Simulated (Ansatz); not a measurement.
K2YInBr6 (double perovskite (elpasolite)) (Fm-3m), computed twice by G0W0.

The structure was built from a prototype and need not be the compound's stable phase.

```cif
data_structure
_symmetry_space_group_name_H-M 'P 1'
_symmetry_Int_Tables_number 1
_cell_length_a 8.0699
_cell_length_b 8.0699
_cell_length_c 8.0699
_cell_angle_alpha 60.000
_cell_angle_beta 60.000
_cell_angle_gamma 60.000
_cell_volume 371.61
loop_
_atom_site_label
_atom_site_type_symbol
_atom_site_fract_x
_atom_site_fract_y
_atom_site_fract_z
_atom_site_occupancy
K1 K 0.25000 0.25000 0.25000 1
K2 K 0.75000 0.75000 0.75000 1
In3 In 0.00000 0.00000 0.00000 1
Y4 Y 0.50000 0.50000 0.50000 1
Br5 Br 0.26159 0.73841 0.73841 1
Br6 Br 0.26159 0.73841 0.26159 1
Br7 Br 0.73841 0.26159 0.73841 1
Br8 Br 0.73841 0.26159 0.26159 1
Br9 Br 0.73841 0.73841 0.26159 1
Br10 Br 0.26159 0.26159 0.73841 1
```

The structure was relaxed with LDA. The structure type comes from a generator and need not be one that this composition takes. The runs that relaxed it are not among those shown. PAW set soft_2, made with PBE.

The first (Ansatz 0.2.0; start LDA, 2×2×2 mesh, 1109 empty bands, screening to 120 eV; 4 threads of Arm Neoverse V1, shared host) gave, on its mesh: starting gap 1.88 eV, G0W0 gap 3.27 eV, RPA ε∞ (mean) 3.97, 5.4 min.

The second gave: starting gap 1.88 eV, G0W0 gap 3.04 eV, RPA ε∞ (mean) 3.98, 64 s.

Q: What was changed in the input? Choose among start, files, mesh, bands and cutoff, frequency model or another key.

Changed: empty bands from 1109 to 515 and screening cutoff (eV) from 120.0 to 72. The starting gap stayed, which rules out the functional and points to the GW step. Other changes could give like numbers; this is the one that was made.

Limits: not at the basis limit; no spin-orbit coupling; coarse k mesh.

[Paths, hosts, dates, memory and timing lines, banners, echoed tables and standing remarks are left out of the program output.]

[Logs are printed without paths, hosts, clocks, repeated set-up lines and the standing remarks that a program may print on its own settings, such as how far it seeks lower states.]

[Runs of the session that timed out or met a known fault of the program may be left out.]

[Cells called generated may have been cut or substituted from an entry of the Crystallography Open Database or the Materials Project.]

[Hosts, paths, dates, database ids (printed as entryN), source tags and the programs' standing remarks are cut or masked in the printed files.]
